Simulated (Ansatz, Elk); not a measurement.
# Bonding as seen by X-rays: Be3Si2

Structure refinements treat a crystal as free atoms side by side. For a made-up structure of Be3Si2 (cell and positions from a PBEsol relaxation) the runs below show what the calculated density changes in F(hkl).

Main program and level: Elk 11.2.3 (patched build); DFT, PBE, all-electron APW+lo, Dirac cores, scalar-relativistic bands, static density, no spin.

This account leaves out most program logs.

The structure was built from a prototype and need not be the compound's stable phase.

## (1) The starting structure

Symmetry: P-3m1, No. 164, trigonal system. The conventional cell has a = 3.605 Å, b = 3.605 Å, c = 4.998 Å, α = 90.00°, β = 90.00°, γ = 120.00°. Nearest to Si lie 5 Be at 2.31 to 2.69 Å and 3 Si at 2.53 Å. Nearest to Be lie 6 Be at 2.15 Å. Nearest to Be lie 6 Be at 2.15 to 2.33 Å and 5 Si at 2.31 to 2.69 Å. Farther neighbours are not listed.

## (2) Ground state and structure factors

An all-electron density is needed, since X-rays see the cores too. Task 0 finds the density and task 195 Fourier-transforms it; tshift is off so that phases refer to the origin typed.

The input, elk.in:

```
tasks
  0
  195

xctype
  20

spinpol
  .false.

rgkmax
  7.0

gmaxvr
  14.0

lmaxo
  7

lmaxapw
  8

swidth
  0.002

tshift
  .false.

ramdisk
  .false.

hmaxvr
  5.5

maxscl
  120

epspot
  1e-06

sppath
  './'

avec
  6.81306826934 -0.00000000000 -0.00000000000
  -3.40653413467 5.90029019896 0.00000000000
  -0.00000000000 0.00000000000 9.44483400384

atoms
  2
  'Si.in'
  2
  0.3333333333 0.6666666667 0.1430900960   0.000000 0.000000 0.000000
  0.6666666667 0.3333333333 0.8569099040   0.000000 0.000000 0.000000
  'Be.in'
  3
  -0.0000000000 -0.0000000000 0.5000000000   0.000000 0.000000 0.000000
  0.3333333333 0.6666666667 0.6046590959   0.000000 0.000000 0.000000
  0.6666666667 0.3333333333 0.3953409041   0.000000 0.000000 0.000000

ngridk
  7 7 5
```

Run with:

```console
OMP_NUM_THREADS=4 elk
```

Run time: 14 s. Hardware: 4 threads of Arm Neoverse V1, shared host; peak memory 0.2 GiB; 40 s of CPU time.

SFACRHO.OUT:

```text

h k l indices transformed by vhmat matrix:
   1.000000000       0.000000000       0.000000000    
   0.000000000       1.000000000       0.000000000    
   0.000000000       0.000000000       1.000000000    

      h      k      l  multipl.   |H|            Re(F)            Im(F)           |F|

      0      0      0      1   0.0000000       39.999998     -0.28905010E-17   39.999998    
      0      0      1      2  0.66525100       6.8497874      0.11526004E-14   6.8497874    
     -1      1      0      6   1.0648943      -10.680605     -0.55983446E-14   10.680605    
      1      0      1      6   1.2556109      -17.760230      0.46104014E-14   17.760230    
     -1      0      1      6   1.2556109       4.4226119      0.36224582E-14   4.4226119    
      0      0     -2      2   1.3305020     -0.91000220      0.23052007E-14  0.91000220    
     -1      0     -2      6   1.7041817      -14.430076     -0.13995861E-14   14.430076    
     -1      1     -2      6   1.7041817       21.047488      0.10208746E-13   21.047488    
      1      1      0      6   1.8444510       21.959513      0.67460308E-15   21.959513    
      1     -2     -1     12   1.9607546       5.9228153     -0.77388881E-14   5.9228153    
      0      0      3      2   1.9957530      -15.050897      0.32931439E-15   15.050897    
      2      0      0      6   2.1297886      -7.8238052      0.47750586E-14   7.8238052    
     -2      2      1      6   2.2312683       3.8086495      0.59276589E-14   3.8086495    
     -2      2     -1      6   2.2312683      -14.013550     -0.12102304E-13   14.013550    
      1      0      3      6   2.2620853       1.5217924      0.49397158E-15   1.5217924    
      0      1      3      6   2.2620853       7.9296346      0.39929369E-14   7.9296346    
     -2      1      2     12   2.2742548      -1.0766471     -0.39517726E-14   1.0766471    
      2     -2      2      6   2.5112218      -12.291370      0.10126417E-13   12.291370
```

Elk indexes on the primitive cell of elk.in and gives |H| = 4π sin θ/λ in inverse bohr. Below, one row stands for each form hkl of the conventional cell (m members, Friedel mates merged), F is for one primitive cell and the density is static (no thermal factor). Free-atom factors are Waasmaier and Kirfel's, and R is Σm||F|−|F'||/Σm|F|.

| hkl | m | sin θ/λ (Å⁻¹) | abs F, DFT | neutral atoms | diff. |
| --- | --- | --- | --- | --- | --- |
| 001 | 2 | 0.100 | 6.850 | 7.185 | -0.335 |
| 100 | 6 | 0.160 | 10.681 | 10.521 | +0.159 |
| 101 | 6 | 0.189 | 17.760 | 17.755 | +0.005 |
| 011 | 6 | 0.189 | 4.423 | 4.553 | -0.130 |
| 002 | 2 | 0.200 | 0.910 | 1.259 | -0.349 |
| 102 | 6 | 0.256 | 14.430 | 14.504 | -0.073 |
| 012 | 6 | 0.256 | 21.047 | 21.157 | -0.109 |
| 110 | 6 | 0.277 | 21.959 | 22.233 | -0.273 |
| 111 | 12 | 0.295 | 5.923 | 5.916 | +0.007 |
| 003 | 2 | 0.300 | 15.051 | 15.226 | -0.175 |
| 200 | 6 | 0.320 | 7.824 | 8.006 | -0.182 |
| 201 | 6 | 0.336 | 3.809 | 3.695 | +0.114 |
| 021 | 6 | 0.336 | 14.014 | 14.137 | -0.124 |
| 103 | 6 | 0.340 | 1.522 | 1.562 | -0.040 |
| 013 | 6 | 0.340 | 7.930 | 8.019 | -0.089 |
| 112 | 12 | 0.342 | 1.077 | 1.076 | +0.001 |
| 022 | 6 | 0.378 | 12.291 | 12.297 | -0.005 |
| 202 | 6 | 0.378 | 17.980 | 17.968 | +0.013 |

## (3) The highest occupied states alone

An energy window below the Fermi level keeps the highest occupied states, to see at which angles they scatter; shallow core shells can lie inside it and anion s states outside. No new self-consistency is needed.

elk.in: that of step 2 with these lines changed.

```diff
@@ -1,3 +1,2 @@
 tasks
-  0
   195
@@ -40,2 +39,5 @@
 
+wsfac
+  -0.144290 0.596700
+
 sppath
```

Run with:

```console
OMP_NUM_THREADS=4 elk
```

Elapsed: 4.4 s, on 4 threads; peak memory 0.2 GiB; 5.2 s of CPU time.

States within 12 eV below the Fermi level hold 13.57 electrons; any levels below the window count with the cores, and a count that is not whole means the window cuts a band. Their amplitudes can exceed the total, where window and core parts have opposite phase:

| hkl | sin θ/λ (Å⁻¹) | abs F, window | abs F, all |
| --- | --- | --- | --- |
| 001 | 0.100 | 0.353 | 6.850 |
| 100 | 0.160 | 1.175 | 10.681 |
| 101 | 0.189 | 1.003 | 17.760 |
| 011 | 0.189 | 0.012 | 4.423 |
| 002 | 0.200 | 0.411 | 0.910 |
| 102 | 0.256 | 0.051 | 14.430 |
| 012 | 0.256 | 0.085 | 21.047 |
| 110 | 0.277 | 0.301 | 21.959 |
| 111 | 0.295 | 0.005 | 5.923 |
| 003 | 0.300 | 0.268 | 15.051 |

## (4) Another functional

The difference from free atoms is small, so it is set against the change that LDA (Perdew-Wang) makes.

elk.in: that of step 3 with these lines changed.

```diff
@@ -1,2 +1,3 @@
 tasks
+  0
   195
@@ -4,3 +5,3 @@
 xctype
-  20
+  3
 
@@ -39,5 +40,2 @@
 
-wsfac
-  -0.144290 0.596700
-
 sppath
```

Run with:

```console
OMP_NUM_THREADS=4 elk
```

Run time: 10 s. Hardware: 4 threads; peak memory 0.2 GiB; 30 s of CPU time.

Against the first run R = 0.28 %; the largest change is -0.062 at 220.

## (5) Basis size

The basis and the expansions that go with it are enlarged, to see whether the differences are converged.

elk.in: that of step 4 with these lines changed.

```diff
@@ -5,3 +5,3 @@
 xctype
-  3
+  20
 
@@ -11,12 +11,12 @@
 rgkmax
-  7.0
+  8.5
 
 gmaxvr
-  14.0
+  18.0
 
 lmaxo
-  7
+  9
 
 lmaxapw
-  8
+  10
```

Run with:

```console
OMP_NUM_THREADS=4 elk
```

The job ended after 41 s (4 threads; peak memory 0.21 GiB; 2 min of CPU time).

Against the first run R = 0.00 %; the largest change is -0.002 at 220.

## (6) Settings against the effect

| run | R against the first run (%) | R against neutral atoms, low angle (%) | wall time |
| --- | --- | --- | --- |
| PBE, rgkmax 7 | 0.00 | 0.95 | 14 s |
| LDA (Perdew-Wang) | 0.28 | 0.93 | 10 s |
| rgkmax 8.5 with larger expansions | 0.00 | 0.95 | 41 s |

## (7) Summary of results

| Property | Result |
| --- | --- |
| R against neutral atoms, sin θ/λ < 0.3 Å⁻¹ | 0.95 % |
| R against neutral atoms, 0.3 to 0.83 Å⁻¹ | 0.50 % |

Independent neutral atoms miss the calculated amplitudes by R = 0.95 % below 0.3 Å⁻¹ and 0.50 % from there to 0.83 Å⁻¹; by shells, 4.90 % below 0.15 Å⁻¹ (1 form), 0.86 % 0.15 to 0.3 (8 forms), 0.43 % 0.3 to 0.45 (18 forms), 0.52 % above 0.45 (99 forms). Bonding, aspherical density and the tables' own atoms all enter these figures, and the runs don't part them. The largest change of an amplitude is -0.35 electrons, at 002. Weak lines can change much in proportion: 002 goes from 1.26 to 0.91. The window's part falls from 13.6 electrons at the origin to at most 0.20 between 0.45 and 0.83 Å⁻¹. Below 0.3 Å⁻¹ the changes that finished (LDA (Perdew-Wang) and rgkmax 8.5 with larger expansions) move F by R = 0.07 % at most, against the 0.95 % that separates it from free atoms. The k-mesh has no finished test. Part of the difference isn't bonding: the tables are fits to free atoms and ions calculated by other methods than this functional. Thermal motion, anomalous dispersion and extinction are left out.

[Logs are printed without paths, hosts, clocks, repeated set-up lines and the standing remarks that a program may print on its own settings, such as how far it seeks lower states.]

[Hosts, paths, dates, database ids (printed as entryN), source tags and the programs' standing remarks are cut or masked in the printed files.]
